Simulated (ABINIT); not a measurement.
**NaCl (Fm-3m): G0W0 with ABINIT, start to end**

How does a plane-wave GW calculation on NaCl (Fm-3m) run from the first input to the gap?

Method: PBE and many-body steps on it, plane waves, in ABINIT 10.8.3.

The database entry behind the starting cell differs from later determinations by our own check (an axis about 0.4 % short against later determinations), so it need not match the best structure at ambient conditions.

## (1) The structure

It takes space group Fm-3m (No. 225, cubic). The conventional cell has a = 5.620 Å, b = 5.620 Å, c = 5.620 Å, α = 90.00°, β = 90.00°, γ = 90.00°. Na has 6 Cl at 2.81 Å nearest. Cl has 6 Na at 2.81 Å nearest. Farther neighbours and most contacts between anions are not listed.

The cell and positions come from the Crystallography Open Database and are kept as given unless a step says otherwise.

## (2) Ground state

This step: ABINIT 10.8.3; DFT, PBE, plane waves, norm-conserving pseudopotentials.

The ground-state density comes first.

The input, run.abi:

```
acell 3*1.0 Angstrom
rprim 
  0.000000000000 2.810000000000 2.810000000000
  2.810000000000 0.000000000000 2.810000000000
  2.810000000000 2.810000000000 0.000000000000
ntypat 2
znucl 11 17
natom 2
typat 1 2
xred 
  0.000000000000 0.000000000000 0.000000000000
  0.500000000000 0.500000000000 0.500000000000
pp_dirpath "pseudos"
pseudos "Na.upf, Cl.upf"
ecut 38
ngkpt 6 6 6
nshiftk 1
shiftk 0 0 0
kptopt 1
chksymbreak 0
nband 13
occopt 1
tolvrs 1e-10
nstep 60
prtwf 0
optforces 0
optstress 0
indata_prefix "in"
outdata_prefix "out"
tmpdata_prefix "tmp"
```

Run with:

```
$ OMP_NUM_THREADS=1 mpirun -n 4 abinit run.abi > log
```

Numbers of over 12 decimals in the logs are rounded to 6 here.

What it wrote:

```text
.Version 10.8.3 of ABINIT. v10.8.2 released Aug 2026.

 Symmetries : space group Fm -3 m (#225); Bravais cF (face-center cubic)
================================================================================
 Values of the parameters that define the memory need of the present run
     intxc =       0    ionmov =       0      iscf =       7    lmnmax =       6
     lnmax =       6     mgfft =      45  mpssoang =       3    mqgrid =    3001
     natom =       2  nloc_mem =       1    nspden =       1   nspinor =       1
    nsppol =       1      nsym =      48    n1xccc =    2501    ntypat =       2
    occopt =       1   xclevel =       2
-    mband =          13        mffmem =           1         mkmem =           4
       mpw =        3377          nfft =       91125          nkpt =          16
================================================================================
  Rough estimation (10% accuracy) of disk space for files :
================================================================================

--------------------------------------------------------------------------------
------------- Echo of variables that govern the present computation ------------
--------------------------------------------------------------------------------
 -outvars: echo values of preprocessed input variables --------
            acell      1.8897261259E+00  1.8897261259E+00  1.8897261259E+00 Bohr

      chksymbreak           0
             ecut      3.80000000E+01 Hartree
-          fftalg         312

              ixc     -101130
              kpt      0.00000000E+00  0.00000000E+00  0.00000000E+00
                       1.66666667E-01  0.00000000E+00  0.00000000E+00
                       3.33333333E-01  0.00000000E+00  0.00000000E+00
                       5.00000000E-01  0.00000000E+00  0.00000000E+00
                       1.66666667E-01  1.66666667E-01  0.00000000E+00
                       3.33333333E-01  1.66666667E-01  0.00000000E+00
                       5.00000000E-01  1.66666667E-01  0.00000000E+00
                      -3.33333333E-01  1.66666667E-01  0.00000000E+00
                      -1.66666667E-01  1.66666667E-01  0.00000000E+00
   [... 5 further rows ...]
                      -3.33333333E-01  3.33333333E-01  1.66666667E-01
                      -3.33333333E-01  5.00000000E-01  1.66666667E-01
         kptrlatt        6    0    0      0    6    0      0    0    6
          kptrlen      4.50579507E+01
P           mkmem           4
            natom           2
            nband          13
            ngfft          45      45      45
             nkpt          16
            nstep          60
             nsym          48
           ntypat           2
              occ      2.000000  2.000000  2.000000  2.000000  2.000000  2.000000
                       2.000000  2.000000  0.000000  0.000000  0.000000  0.000000
                       0.000000
        optforces           0
        optstress           0
            prtwf           0
            rprim      0.0000000000E+00  2.8100000000E+00  2.8100000000E+00
[...]
spgroup         225

           tolvrs      1.00000000E-10

             xred      0.0000000000E+00  0.0000000000E+00  0.0000000000E+00
[...]
znucl       11.00000   17.00000

================================================================================

 chkinp: Checking input parameters for consistency.

================================================================================
== DATASET  1 ==================================================================
-   mpi_nproc: 4, omp_nthreads: 1 (-1 if OMP is not activated)

--- !DatasetInfo
iteration_state: {dtset: 1, }
dimensions: {natom: 2, nkpt: 16, mband: 13, nsppol: 1, nspinor: 1, nspden: 1, mpw: 3377, }
cutoff_energies: {ecut:  38.0, pawecutdg:  -1.0, }
electrons: {nelect:   1.60000000E+01, charge:   0.00000000E+00, occopt:   1.00000000E+00, tsmear:   1.00000000E-02, }

 Real(R)+Recip(G) space primitive vectors, cartesian coordinates (Bohr,Bohr^-1):
 R(1)=  0.0000000  5.3101304  5.3101304  G(1)= -0.0941596  0.0941596  0.0941596
 R(2)=  5.3101304  0.0000000  5.3101304  G(2)=  0.0941596 -0.0941596  0.0941596
 R(3)=  5.3101304  5.3101304  0.0000000  G(3)=  0.0941596  0.0941596 -0.0941596
 Unit cell volume ucvol=  2.9946465E+02 bohr^3
 Angles (23,13,12)=  6.00000000E+01  6.00000000E+01  6.00000000E+01 degrees

 getcut: wavevector=  0.0000  0.0000  0.0000  ngfft=  45  45  45
         ecut(hartree)=     38.000   => boxcut(ratio)=   2.11142

--- Pseudopotential description ------------------------------------------------
- Na Generated using ONCVPSP code by D. R. Hamann
- 11.00000   9.00000  171031                  znucl, zion, pspdat
12 -101130 1 -1 1992                          pspcod,pspxc,lmax,lloc,mmax
     nproj     2     2     0
  pspatm : epsatm=    9.36084378
         --- l  ekb(1:nproj) -->
[...]
pspatm: atomic psp has been read  and splines computed

- Cl Generated using ONCVPSP code by D. R. Hamann
- 17.00000   7.00000  171031                  znucl, zion, pspdat
12 -101130 2 -1 1028                          pspcod,pspxc,lmax,lloc,mmax
     nproj     2     2     2
  pspatm : epsatm=    9.12776517
         --- l  ekb(1:nproj) -->
[...]
2   -2.938609   -0.805455
 pspatm: atomic psp has been read  and splines computed

   2.95817743E+02                                ecore*ucvol(ha*bohr**3)
--------------------------------------------------------------------------------

_setup2: Arith. and geom. avg. npw (full set) are    3353.282    3353.266

================================================================================

--- !BeginCycle
iteration_state: {dtset: 1, }
solver: {iscf: 7, nstep: 60, nline: 4, wfoptalg: 0, }
tolerances: {tolvrs: 1.00E-10, }

     iter   Etot(hartree)      deltaE(h)  residm     vres2
 ETOT  1  -62.210141125567    -6.221E+01 1.442E-01 1.103E+02
 ETOT  2  -62.245036518895    -3.490E-02 1.735E-03 9.286E+00
 ETOT  3  -62.246103774477    -1.067E-03 3.238E-04 4.789E-01
 ETOT  4  -62.246123365856    -1.959E-05 5.804E-05 4.443E-02
 ETOT  5  -62.246124953469    -1.588E-06 3.161E-05 2.052E-03
 ETOT  6  -62.246125381955    -4.285E-07 1.100E-05 3.957E-05
 ETOT  7  -62.246125384849    -2.894E-09 4.661E-05 3.905E-07
 ETOT  8  -62.246125384858    -8.711E-12 2.216E-05 1.135E-08
 ETOT  9  -62.246125384855     2.267E-12 7.450E-05 3.136E-11

 At SCF step    9       vres2   =  3.14E-11 < tolvrs=  1.00E-10 =>converged.

--- !ResultsGS
iteration_state: {dtset: 1, }
comment   : Summary of ground state results
lattice_vectors:
- [  0.0000000,   5.3101304,   5.3101304, ]
- [  5.3101304,   0.0000000,   5.3101304, ]
- [  5.3101304,   5.3101304,   0.0000000, ]
lattice_lengths: [   7.50966,    7.50966,    7.50966, ]
lattice_angles: [ 60.000,  60.000,  60.000, ] # degrees, (23, 13, 12)
lattice_volume:   2.9946465E+02
convergence: {deltae:  2.267E-12, res2:  3.136E-11, residm:  7.450E-05, diffor:  0.000E+00, }
etotal    :  -6.22461254E+01
entropy   :   0.00000000E+00
fermie    :  -1.97941144E-02
cartesian_stress_tensor: null
pressure_GPa: null
xred      :
- [  0.0000E+00,   0.0000E+00,   0.0000E+00, Na]
- [  5.0000E-01,   5.0000E-01,   5.0000E-01, Cl]
cartesian_forces: null
force_length_stats: {min: null, max: null, mean: null, }

 Integrated electronic density in atomic spheres:
 ------------------------------------------------
 Atom  Sphere_radius  Integrated_density
    1        2.00000          7.93502278
    2        2.00000          5.09664831
================================================================================

 ----iterations are completed or convergence reached----

 Mean square residual over all n,k,spin=   35.874E-08; max=  74.497E-06
 reduced coordinates (array xred) for    2 atoms
       0.000000000000      0.000000000000      0.000000000000
       0.500000000000      0.500000000000      0.500000000000
 rms dE/dt=  0.0000E+00; max dE/dt=  0.0000E+00; dE/dt below (all hartree)
    1       0.000000000000      0.000000000000      0.000000000000
    2       0.000000000000      0.000000000000      0.000000000000

 cartesian coordinates (angstrom) at end:
    1      0.000000     0.000000     0.000000
    2      2.810000     2.810000     2.810000
 length scales=  1.889726125908  1.889726125908  1.889726125908 bohr
              =  1.000000000000  1.000000000000  1.000000000000 angstroms
 prteigrs : about to open file out_EIG
 Fermi (or HOMO) energy (hartree) =  -0.01979   Average Vxc (hartree)=  -0.30314
 Eigenvalues (hartree) for nkpt=  16  k points:
 kpt#   1, nband= 13, wtk=  0.00463, kpt=  0.0000  0.0000  0.0000 (reduced coord)
  -1.81703   -0.78519   -0.78519   -0.78519   -0.48579   -0.01979   -0.01979   -0.01979
   0.16946    0.38673    0.38673    0.38673    0.46359
 prteigrs : prtvol=0 or 1, do not print more k-points.

--- !EnergyTerms
iteration_state     : {dtset: 1, }
comment             : Components of total free energy in Hartree
kinetic             :  3.34862313071809E+01
hartree             :  2.06310918540452E+01
xc                  : -1.14207246721135E+01
Ewald energy        : -3.45254426906187E+01
psp_core            :  9.87821926770297E-01
local_psp           : -5.87905077046436E+01
non_local_psp       : -1.26145954054759E+01
total_energy        : -6.22461253848553E+01
total_energy_eV     : -1.69380336016306E+03
band_energy         : -9.59497912475699E+00

== END DATASET(S) ==============================================================
================================================================================

 -outvars: echo values of variables after computation  --------
           etotal     -6.2246125385E+01
            nband          13
             nkpt          16
          spgroup         225
 [... the other variables as echoed above ...]

 Calculation completed.
```

Wall time 7.7 s (4 MPI ranks of Arm Neoverse V2, shared host); peak memory 0.32 GiB.

This step gave:

- total energy: -1693.8034 eV
- gap: 5.150 eV
- k of the valence top: 0, 0, 0
- k of the conduction bottom: 0, 0, 0
- least direct gap: 5.150 eV

The gap is direct, at Γ.

(Part 1 of 3 ends here.)

[Paths, hosts, dates, memory and timing lines, banners, echoed tables and standing remarks are left out of the program output.]

[Logs are printed without paths, hosts, clocks, repeated set-up lines and the standing remarks that a program may print on its own settings, such as how far it seeks lower states.]

[Runs of the session that timed out or met a known fault of the program may be left out.]

[Hosts, paths, dates, database ids (printed as entryN), source tags and the programs' standing remarks are cut or masked in the printed files.]

[G0W0 gaps are taken among the corrected bands and points alone; a level outside them can change the order at an edge.]

[Where Ansatz stands beside ABINIT at settings called matched, ABINIT's density can come from a denser mesh and the files from another edition; pairs whose starting gaps differed by over 0.03 eV were left out, so agreement reads better than it is.]
